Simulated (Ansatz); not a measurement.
# Si(111) with OH on 25 % of the top atoms and H on the rest: bands and core levels

Aim: core-level components, unfolded bands and work function of Si(111) with OH on 25 % of the top atoms and H on the rest.

Method: DFT, PBE, plane-wave PAW, default files, scalar-relativistic, in Ansatz 0.2.0.

This is a report of a sequence of runs, with most program output left out.

### 1. Set-up

The cell holds 33 atoms: 8 H, 1 O and 24 Si. Its edges and angles: a = 7.679 Å, b = 7.679 Å, c = 24.634 Å, α = 90.0°, β = 90.0°, γ = 60.0°. It derives from Si. How the cell was made: terminated face; group: OH; share of top atoms: 0.25; rest: H; oxygen in back bonds: 0; lower face: H. Regions: ad, 5 atoms (1 O and 4 H); L1, 4 atoms (4 Si); L2, 4 atoms (4 Si); L3, 4 atoms (4 Si); mid, 4 atoms (4 Si); rest, 12 atoms (8 Si and 4 H). Vacuum lies along c.

### 2. Relaxing the atoms

The cut or typed positions aren't at rest, and spectra shift with geometry, so the relaxation comes first. 12 atoms are held to stand for the bulk. A dipole correction cancels the field between unlike faces.

Contents of input.yaml:

```yaml
crystal:
  lattice:
    - [7.6791796437, 0.0, 0.0]
    - [3.8395898218, 6.6503646517, 0.0]
    - [0.0, 0.0, 24.6337769138]
  atoms:
    - { symbol: H, position: [0.114595574, 0.0, 0.715837323] }
    - { symbol: O, position: [0.0, 0.0, 0.699599455] }
    - { symbol: H, position: [0.5, 0.0, 0.685391322] }
    - { symbol: H, position: [0.0, 0.5, 0.685391322] }
    - { symbol: H, position: [0.5, 0.5, 0.685391322] }
    - { symbol: Si, position: [0.0, 0.0, 0.629776626] }
    - { symbol: Si, position: [0.5, 0.0, 0.629776626] }
    - { symbol: Si, position: [0.0, 0.5, 0.629776626] }
[... 21 atom lines left out ...]
    - { symbol: H, position: [0.0, 0.0, 0.284162677] }
    - { symbol: H, position: [0.5, 0.0, 0.284162677] }
    - { symbol: H, position: [0.0, 0.5, 0.284162677] }
    - { symbol: H, position: [0.5, 0.5, 0.284162677] }
kpoints:
  mp_grid: { grid: [3, 3, 1] }
scf:
  occupations: { method: fermi_dirac, width: 0.02 }
  n_extra_bands: 23
hamiltonian:
  xc: pbe
  pseudopotentials: { kind: paw }
output:
  forces: true
  write_potential: true
  volumetric_format: []
efield:
  axis: 3
  dipole_correction: true
relax:
  f_tol: 0.03
  max_steps: 70
  constraints: [{ sites: [21, 22, 23, 24, 25, 26, 27, 28, 29, 30, 31, 32] }]
```

Command:

```console
> ansatz run input.yaml --threads 4 --pin off --max-ram 8192MiB --backend cpu --events-out ev --progress --plain --runs-dir out
```

Wall time 87 s (4 threads of Intel Xeon at 2.80GHz (Skylake/Cascade Lake), shared host); peak memory 2.2 GiB.

The steps of the relaxation:

```tsv
step	energy less that of the first step (eV)	largest force component (eV/Å)
1	0.0000	2.9333
2	-0.4463	1.1189
3	-0.5399	0.7527
4	-0.5566	0.6966
5	-0.5664	0.0836
6	-0.5670	0.0330
7	-0.5672	0.0023
```

The atoms that moved most (Å):

```tsv
atom	dx	dy	dz	length
H1	-0.243	0.323	0.091	0.415
H4	-0.008	-0.022	0.159	0.160
H3	-0.023	0.002	0.158	0.160
H5	0.004	0.001	0.157	0.157
O2	-0.106	-0.068	0.005	0.126
Si6	-0.010	-0.010	0.047	0.049
Si12	-0.007	-0.005	0.047	0.048
Si11	0.000	-0.001	0.037	0.037
```

This step gave:

* free energy: -15953.3741 eV
* Fermi energy: 0.1908 eV
* symmetry operations: 1
* gap on the k-mesh: 1.085 eV
* ionisation potential, upper face: 4.627 eV
* upper vacuum level less the lowest empty level (Kohn–Sham affinity): 3.542 eV
* ionisation potential, lower face: 4.652 eV

The relaxation ends 17 meV an atom lower, with a largest force component of 0.0023 eV/Å on the free atoms.

### 3. Bands by layer

This is the main run. States are solved along the surface zone's path and weighed by where they lie along the normal, since photoemission sees the top layers. The cell holds 4 small cells, so the bands are unfolded.

Contents of input.yaml:

```yaml
crystal:
  lattice:
    - [7.6791796437, 0.0, 0.0]
    - [3.8395898218, 6.6503646517, 0.0]
    - [0.0, 0.0, 24.6337769138]
  atoms:
    - { symbol: H, position: [0.0586187578, 0.0485802202, 0.7195293811] }
    - { symbol: O, position: [-0.0086102129, -0.0102591577, 0.6998018474] }
    - { symbol: H, position: [0.496834778, 0.0002694844, 0.6918000934] }
    - { symbol: H, position: [0.0006045032, 0.4967154631, 0.6918298477] }
    - { symbol: H, position: [0.5003703613, 0.5001963466, 0.6917609154] }
    - { symbol: Si, position: [-0.00059859, -0.0014443512, 0.6316902555] }
    - { symbol: Si, position: [0.4988900928, -0.0003302108, 0.6306821975] }
    - { symbol: Si, position: [-4.55613e-05, 0.498596794, 0.630719809] }
[... 21 atom lines left out ...]
    - { symbol: H, position: [0.0, 0.0, 0.284162677] }
    - { symbol: H, position: [0.5, 0.0, 0.284162677] }
    - { symbol: H, position: [0.0, 0.5, 0.284162677] }
    - { symbol: H, position: [0.5, 0.5, 0.284162677] }
kpoints:
  mp_grid: { grid: [3, 3, 1] }
scf:
  occupations: { method: fermi_dirac, width: 0.02 }
  n_extra_bands: 36
hamiltonian:
  xc: pbe
  pseudopotentials: { kind: paw }
output:
  forces: true
  write_potential: true
  volumetric_format: []
  efg: { contact_densities: true }
  dos:
    projected:
      site_lists:
        adsorbate: [1, 0, 2, 3, 4]
        layer_1: [5, 6, 7, 8]
        layer_2: [9, 10, 11, 12]
        layer_3: [13, 14, 15, 16]
        middle: [17, 18, 19, 20]
        other_layers: [21, 22, 23, 24, 25, 26, 27, 28, 29, 30, 31, 32]
    de: 0.05
    e_range: [-30, 12]
    method: { smearing: { sigma: 0.12, scheme: gaussian } }
  eigenstates:
    kpoints:
      - [0.33333333, -0.33333333, 0.0]
      - [0.25, -0.375, 0.0]
      - [0.16666667, -0.41666667, 0.0]
      - [0.08333333, -0.45833333, 0.0]
      - [0.0, 0.5, 0.0]
      - [-0.08333333, 0.45833333, 0.0]
      # [... 29 more points ...]
      - [0.25, 0.5, 0.0]
      - [0.29166667, -0.41666667, 0.0]
    e_range: [-8.0, 6.0]
    unfold:
      supercell_matrix: [[2, 0, 0], [0, 2, 0], [0, 0, 1]]
      layers:
        axis: 3
        edges: [0.121784, 0.386178, 0.398101, 0.605591, 0.615785, 0.881905]
efield:
  axis: 3
  dipole_correction: true
```

Elapsed: 3.1 min, on 4 threads; peak memory 4.7 GiB; 12 min of CPU time.

This step gave:

```
zero of energy                                 : valence-band maximum
share of occupied states in no projected shell : 0.0118 of the occupied states in the window
```

A(k,E), total over k along the path and E. Zero: valence-band maximum.

Ten even steps from '_' (0.0 eV⁻¹) to '@' (7.8 eV⁻¹), each cell a mean:
```
----::==--====++==++::::::::::==##------::......____..--==--
..::::--******++----**==::--**##++==--::--------::..----::..
______..::--==++******%%@@@@##==::::::..::::::::--==--..____
........__....::================--......______....::==--....
==------------::----====----==--::::::::--......::::....--==
______________________..--::....::::::::--======--::......__
____________________________________........::::::__________
____________________________________________..______________
______________________..::..________________________________
__________________..--==++++--::..__________________________
______________..----==++==++++--::::::....__________________
______......::--==++==--::::==++==------::::::::::..________
........__..----::--..______..::::::::::------------::::::..
::::::::====--::--::__________..::::::..::::::::::--::::::::
::::::----::..--::______________..::..........::::------::::
----==--::----......................::::::::::::::::--------
====----::......__________________......::::::::::::------==
....______....______________________....__________________..
________..............................__..__________________
____........__________________________......________________
::::::....................................::::::----------::
..........______________________________....................
```
Columns: k along the path (Å⁻¹) from 0 to 2.58; rows upwards: E (eV) from -7.16 to 4.89.

A(k,E), top over k along the path and E. Zero: valence-band maximum.

Values in eV⁻¹, 12 rows by 16 columns, each cell a mean:
```
0.61 0.57 0.80 0.94 0.84 0.82 0.61 0.69 1.03 0.78 0.62 0.45 0.34 0.22 0.58 0.64
0.11 0.23 0.31 0.52 0.79 0.93 1.22 1.11 0.65 0.43 0.29 0.32 0.37 0.47 0.37 0.10
0.41 0.31 0.30 0.32 0.36 0.47 0.42 0.46 0.44 0.37 0.39 0.32 0.24 0.39 0.29 0.41
0.02 0.03 0.03 0.02 0.04 0.06 0.16 0.11 0.07 0.16 0.23 0.33 0.40 0.20 0.07 0.03
0.01 0.01 0.01 0.01 0.02 0.06 0.25 0.16 0.04 0.02 0.02 0.03 0.03 0.02 0.01 0.01
0.02 0.02 0.03 0.09 0.27 0.55 0.60 0.63 0.41 0.23 0.16 0.08 0.05 0.03 0.03 0.02
0.15 0.19 0.22 0.41 0.48 0.44 0.24 0.29 0.47 0.42 0.43 0.47 0.48 0.36 0.21 0.16
0.41 0.43 0.57 0.45 0.38 0.13 0.08 0.09 0.24 0.36 0.30 0.27 0.26 0.39 0.40 0.41
0.61 0.61 0.51 0.48 0.41 0.39 0.39 0.39 0.36 0.43 0.45 0.49 0.55 0.57 0.66 0.64
0.42 0.37 0.34 0.31 0.24 0.23 0.22 0.23 0.25 0.30 0.35 0.29 0.26 0.25 0.32 0.40
0.11 0.20 0.28 0.28 0.24 0.22 0.21 0.21 0.22 0.26 0.30 0.23 0.11 0.10 0.10 0.11
0.29 0.25 0.19 0.16 0.16 0.19 0.21 0.21 0.19 0.18 0.20 0.30 0.36 0.35 0.32 0.31
```
Columns: k along the path (Å⁻¹) from 0 to 2.58; rows upwards: E (eV) from -7.16 to 4.89.

A(k,E), middle over k along the path and E. Zero: valence-band maximum.

Values in eV⁻¹, 12 rows by 16 columns, each cell a mean:
```
0.86 1.15 1.88 1.91 1.19 1.18 0.48 0.74 1.82 1.09 1.05 1.01 0.84 0.40 1.01 0.97
0.23 0.60 0.83 1.32 1.83 2.02 2.71 2.52 1.52 0.99 0.68 0.67 0.78 1.23 1.10 0.22
1.45 1.15 1.07 1.04 1.12 1.46 1.26 1.39 1.18 0.84 1.02 0.89 0.66 1.01 1.03 1.47
0.08 0.08 0.06 0.05 0.06 0.08 0.40 0.20 0.15 0.58 0.77 1.04 1.28 0.80 0.22 0.08
0.02 0.02 0.03 0.03 0.04 0.16 0.68 0.44 0.11 0.06 0.07 0.09 0.09 0.04 0.03 0.02
0.03 0.03 0.06 0.22 0.66 1.42 1.94 1.80 0.94 0.59 0.42 0.19 0.11 0.05 0.03 0.03
0.37 0.55 0.59 1.09 1.43 1.55 0.74 1.10 1.66 1.38 1.20 1.15 1.16 0.97 0.58 0.37
1.13 1.12 1.49 1.16 1.04 0.28 0.06 0.08 0.61 0.78 0.88 1.14 1.22 1.27 1.15 1.16
0.86 0.98 0.83 0.75 0.55 0.35 0.34 0.34 0.39 0.71 0.51 0.43 0.46 0.66 1.02 0.87
0.70 0.42 0.44 0.51 0.14 0.11 0.09 0.10 0.12 0.34 0.54 0.23 0.17 0.16 0.35 0.68
0.13 0.50 0.54 0.30 0.24 0.23 0.24 0.23 0.23 0.28 0.46 0.51 0.12 0.10 0.10 0.10
0.96 0.56 0.47 0.39 0.37 0.39 0.38 0.39 0.38 0.37 0.47 0.63 0.94 0.97 0.95 1.02
```
Columns: k along the path (Å⁻¹) from 0 to 2.58; rows upwards: E (eV) from -7.16 to 4.89.

A(k,E), bottom over k along the path and E. Zero: valence-band maximum.

Ten even steps from '_' (0.01 eV⁻¹) to '@' (2.52 eV⁻¹), each cell a mean:
```
==--::----====++++**::::..::::==##------::......____..----==
..::::--==++====::--##==::--**%%++--::::::::::::::..----::..
______....::====++++++%%@@@@**--::::::......::::::----..____
__....______..::--====----------::......__________::--::..__
--::::::::::......::----::------::::..::::..____::::__..::--
______________________..::..____....::::::--====--....______
____________________________________..............__________
____________________________________________________________
________________________....________________________________
__________________..--==**++--....__________________________
______________..::--====----++--::::....____________________
________......----==--::....--==--------::........__________
__....____..--::::::..________::::......::--------::......__
........--==--..::..____________::....__........::::........
::::::----::..--..________________--::............::--::::::
====++--::----......................::--::::::::::::::======
==--::--::..__________________________..::::--------------==
____________________________________________________________
________..__..........................__..__________________
______........______________________........________________
::::..........................................::::::::::::::
__..____..______________________________..........__________
```
Columns: k along the path (Å⁻¹) from 0 to 2.58; rows upwards: E (eV) from -7.16 to 4.89.

Peaks of A(k,E) at the labelled points: for each region the eleven nearest the zero at most, each over 6 % of that point's highest, less those above the energy where the solved bands run out; weight and spread sum the levels within three half widths or 0.3 eV, so near peaks share levels. Peaks of the spectral function, the first 40 of 130 rows:

```tsv
point	weight on	E (eV)	A (1/eV)	weight near the peak	rms spread of levels (eV)
K	total	-4.42	3.91	1.52	0.112
K	total	-4.22	2.793	2.14	0.211
K	total	-3.88	6.22	2.395	0.111
K	total	-3.6	2.168	1.512	0.114
K	total	-3.18	3.598	1.027	0.069
K	total	-2.82	1.239	0.466	0.131
K	total	-2.26	6.154	1.878	0.048
K	total	-1.68	0.576	0.115	0.09
K	total	2.14	2.33	0.492	0
K	total	2.54	7.918	2.465	0.08
K	total	4.46	3.84	2.4	0.149
K	top	-4.22	1.086	0.385	0.143
K	top	-3.84	1.44	0.494	0.108
K	top	-3.6	0.566	0.458	0.115
K	top	-3.08	0.607	0.269	0.148
K	top	-2.82	0.472	0.2	0.131
K	top	-2.24	0.923	0.29	0.062
K	top	-1.68	0.231	0.057	0.09
K	top	-1.3	0.088	0.025	0.078
K	top	2.14	0.403	0.086	0
K	top	2.56	1.307	0.397	0.075
K	top	3.34	0.104	0.023	0.124
K	middle	-6.6	4.343	1.121	0.012
K	middle	-4.42	2.388	0.81	0.093
K	middle	-3.84	1.717	0.606	0.103
K	middle	-3.18	1.595	0.448	0.054
K	middle	-2.82	0.505	0.183	0.13
K	middle	-2.26	3.866	1.186	0.048
K	middle	2.14	1.581	0.345	0
K	middle	2.54	4.493	1.404	0.08
K	middle	4.46	1.434	0.856	0.144
K	middle	4.64	1.799	0.869	0.137
K	bottom	-6.6	1.813	0.456	0.003
K	bottom	-4.4	0.651	0.182	0.091
K	bottom	-3.92	3.238	0.959	0.042
K	bottom	-3.58	0.868	0.462	0.131
K	bottom	-3.18	1.303	0.336	0.051
K	bottom	-2.28	1.229	0.339	0.037
K	bottom	2.14	0.299	0.054	0
K	bottom	2.54	1.784	0.558	0.083
```

The DOS has structure finer than the step of the table below, so its rows give means over 1 eV, whole bins alone (the curve runs from -22.4 to 4.61 eV). Peaks (eV: height): total -6.6: 26.0, -2.9: 25.1, 3.5: 26.6, 4.2: 43.5; Si 3p -2.9: 21.2, -2.3: 21.9, -1.7: 22.4, 4.2: 22.4; Si 3s -9.8: 7.69, -9.5: 8.08, -9.0: 9.16, -6.6: 10.9; H 1s -4.0: 3.21, -3.6: 3.07, -2.8: 1.99, 3.4: 1.82; O 2p -9.2: 1.18, -8.5: 1.17, -4.3: 2.83, -3.8: 2.58.

The DOS by E, zero at the valence-band maximum; means over each step; values in states/eV/cell:

```tsv
E (eV)	total	Si 3p	Si 3s	H 1s	O 2p	O 2s
-21	1.15	0.0765	0.0479	0.154	0.0285	0.833
-20	0.850	0.0566	0.0355	0.114	0.0211	0.616
-19	0	0	0	0	0	0
-18	0	0	0	0	0	0
-17	0	0	0	0	0	0
-16	0	0	0	0	0	0
-15	0	0	0	0	0	0
-14	0	0	0	0	0	0
-13	0	0	0	0	0	0
-12	0.180	0.00938	0.164	0.00404	6.9e-4	5.9e-5
-11	4.10	0.767	3.14	0.123	0.0416	0.00188
-10	7.48	1.84	5.08	0.285	0.220	0.00196
-9	9.36	2.41	5.80	0.518	0.554	0.00416
-8	5.28	1.53	2.85	0.484	0.359	0.0171
-7	8.86	3.86	3.95	0.747	0.182	0.0222
-6	8.29	3.96	3.14	0.837	0.205	0.0381
-5	4.28	1.96	1.02	0.589	0.586	0.0619
-4	16.2	10.6	1.27	2.21	1.90	0.0289
-3	15.2	12.8	0.732	1.02	0.526	0.0100
-2	18.3	16.6	0.708	0.431	0.311	0.00878
-1	8.57	7.82	0.121	0.358	0.126	0.00383
0	1.85	1.78	0.00103	9.0e-4	0.0141	5.0e-4
1	2.09	1.18	0.568	0.0398	0.00691	0.00488
2	11.6	6.29	3.03	0.406	0.0596	0.0465
3	19.1	10.9	3.29	1.01	0.0631	0.0578
4	26.7	14.2	2.96	1.24	0.0712	0.0424
```

This run's widths, added to any smearing of the DOS itself: Gaussian 0.3 eV, Lorentzian 0.1 eV plus 0.03 an eV of depth. Table of intensity by binding energy, zero at the valence-band maximum; values in % of the maximum within 13 eV:

```tsv
binding energy (eV)	21.2 eV	40.8 eV	1486.7 eV	2984.3 eV	5950 eV
-1	0.560	0.595	0.661	0.510	0.439
0	2.34	2.82	3.35	1.84	1.15
1	17.3	17.4	17.8	9.48	5.60
2	28.0	30.9	36.4	22.7	16.3
3	51.3	51.4	37.2	24.0	17.9
4	94.5	96.9	38.2	27.1	22.1
5	34.1	38.7	28.9	25.8	24.2
6	28.0	26.4	58.0	55.2	53.8
7	22.8	22.5	50.7	49.0	48.2
8	23.0	26.0	48.2	47.7	47.4
9	31.8	39.0	94.4	94.3	94.3
10	19.5	25.5	75.6	75.8	75.9
11	5.95	9.50	39.7	40.2	40.3
12	-	1.96	7.39	7.44	7.45
13	-	0.795	2.30	2.27	2.25
14	-	0.519	1.34	1.29	1.26
15	-	0.408	0.974	0.916	0.879
16	-	0.377	0.848	0.767	0.714
17	-	0.420	0.905	0.778	0.694
18	-	0.613	1.28	1.04	0.882
19	-	1.39	2.85	2.22	1.79
20	-	8.44	17.3	13.1	10.4
21	-	9.26	18.9	14.4	11.3
22	-	1.41	2.87	2.21	1.77
```

Maxima picked by a test of local sharpness, so broad peaks and shoulders can be missing; peaks within 0.45 eV of a curve's cut are left out. Valence peaks, by row, the first 40 of 49 rows:

```tsv
photon energy (eV)	binding energy (eV)	height (% of the maximum within 13 eV)	main shell	its share (%)
21.2	9.161	33.81	O 2p	39.12
21.2	8.511	31.4	O 2p	41.19
21.2	7.311	24.87	H 1s	50.29
21.2	6.511	34.41	H 1s	54.25
21.2	5.211	39.96	H 1s	45.29
21.2	3.811	100	H 1s	47.67
21.2	2.861	55.85	H 1s	45.3
21.2	1.661	36.08	Si 3p	37.46
40.8	20.51	20.48	O 2s	78.5
40.8	9.211	42.7	O 2p	52.53
40.8	8.561	37.89	O 2p	57.47
40.8	7.861	26.79	O 2p	61.12
40.8	7.311	25.32	O 2p	44.64
40.8	6.511	31.02	Si 3s	36.75
40.8	5.161	43.03	O 2p	69.36
40.8	4.211	100	O 2p	80.43
40.8	3.861	98.17	O 2p	72.47
40.8	2.911	53.58	O 2p	55.35
40.8	2.311	35.55	Si 3p	44.84
40.8	1.661	38.3	Si 3p	44.31
1487	20.51	41.84	O 2s	95.97
1487	9.211	100	Si 3s	94.89
1487	7.261	52.09	Si 3s	89.59
1487	6.561	88.55	Si 3s	87.33
1487	5.961	58.17	Si 3s	85.14
1487	3.661	45.39	Si 3s	51.99
1487	2.861	40.32	Si 3p	63.94
1487	2.261	40.7	Si 3p	66.85
1487	1.711	40.32	Si 3p	70.71
1487	0.4607	8.211	Si 3p	89.36
2984	20.51	31.8	O 2s	95.3
2984	10.46	65.42	Si 3s	98.14
2984	9.211	100	Si 3s	97.69
2984	7.261	50.59	Si 3s	94.59
2984	6.561	85.16	Si 3s	93.68
2984	3.661	34.2	Si 3s	70.96
2984	2.811	26.04	Si 3s	52.4
2984	2.261	25.92	Si 3s	50.47
2984	1.711	24.73	Si 3p	52.77
5950	20.51	25.01	O 2s	94.41
```

(Continued in part 2 of 2.)

[Logs are printed without paths, hosts, clocks, repeated set-up lines and the standing remarks that a program may print on its own settings, such as how far it seeks lower states.]

[Hosts, paths, dates, database ids (printed as entryN), source tags and the programs' standing remarks are cut or masked in the printed files.]

[Maps of the electrostatic potential energy from Ansatz leave out the sawtooth potential of an applied field or a dipole correction, so their vacuum need not be flat; work functions include it.]
